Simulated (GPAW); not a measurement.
Consider zinc-blende (GaAs)1-x(AlAs)x, x = 0.875.

```cif
data_structure
_symmetry_space_group_name_H-M 'P 1'
_symmetry_Int_Tables_number 1
_cell_length_a 8.0044
_cell_length_b 8.0044
_cell_length_c 8.0044
_cell_angle_alpha 60.000
_cell_angle_beta 60.000
_cell_angle_gamma 60.000
_cell_volume 362.64
loop_
_atom_site_label
_atom_site_type_symbol
_atom_site_fract_x
_atom_site_fract_y
_atom_site_fract_z
_atom_site_occupancy
Al1 Al 0.00028 0.00194 0.99954 1
As2 As 0.12474 0.12588 0.12621 1
Al3 Al 0.99825 0.99869 0.50076 1
As4 As 0.12225 0.12519 0.62496 1
Al5 Al 0.00059 0.50073 0.00105 1
As6 As 0.12453 0.62694 0.12567 1
Al7 Al 0.00143 0.49985 0.50064 1
As8 As 0.12671 0.62423 0.62607 1
Al9 Al 0.49957 0.00052 0.00195 1
As10 As 0.62546 0.12641 0.12460 1
Ga11 Ga 0.49889 0.99989 0.50146 1
As12 As 0.62402 0.12575 0.62718 1
Al13 Al 0.49912 0.50090 0.99966 1
As14 As 0.62567 0.62576 0.12335 1
Al15 Al 0.50164 0.50043 0.49799 1
As16 As 0.62660 0.62316 0.62509 1
```

Absorber: atom 2, with 4 Al at 2.45 Å (tetrahedral). Method: GPAW, PBE, excited-electron core hole (neutral cell), 16-atom cell with 8.0 Å between holes, 4×4×4 k points, dipole transitions, Gaussian full width 2.14 eV up to 4 eV, rising linearly to 3.5 eV at 25 eV.

Q: What does the As K edge look like?

Main maxima up to 26 eV above the zero (height): 4.0 eV (1.36), 6.4 eV (1.38), 13.0 eV (1.01), 17.2 eV (0.97), 20.4 eV (0.94) and 25.4 eV (1.12). A K edge sees empty p states on the absorber. 

The As K spectrum (energy from the bottom of the conduction band, which holds the excited electron; intensity scaled to a mean of 1 over the first 20 eV):

```
E (eV)  intensity
 -2.00       0.00
 -1.25       0.01
 -0.50       0.08
  0.25       0.28
  1.00       0.62
  1.75       0.91
  2.50       1.07
  3.25       1.24
  4.00       1.36
  4.75       1.31
  5.50       1.31
  6.25       1.38
  7.00       1.33
  7.75       1.18
  8.50       1.07
  9.25       0.96
 10.00       0.85
 10.75       0.81
 11.50       0.87
 12.25       0.96
 13.00       1.01
 13.75       0.96
 14.50       0.86
 15.25       0.83
 16.00       0.89
 16.75       0.96
 17.50       0.97
 18.25       0.93
 19.00       0.91
 19.75       0.92
 20.50       0.94
 21.25       0.91
 22.00       0.86
 22.75       0.84
 23.50       0.90
 24.25       1.01
 25.00       1.10
 25.75       1.10
 26.50       1.01
```

The script folds with a Gaussian, whereas the core hole's own line is a Lorentzian, so the onset is too steep and the first peak too high.

[Banner, clock and machine lines of the logs are left out without a mark of their own.]

[Logs are printed without paths, hosts, clocks, repeated set-up lines and the standing remarks that a program may print on its own settings, such as how far it seeks lower states.]

[Hosts, paths, dates, database ids (printed as entryN), source tags and the programs' standing remarks are cut or masked in the printed files.]

[Lists of maxima count a maximum above −3 eV only where it reaches 4 % of the highest in the window and stands out from its surroundings by 2 % of it (1.5 % where it reaches 55 %); shoulders and weaker maxima are passed over, and of the rest the first, up to two pre-edge ones and the few strongest are named.]
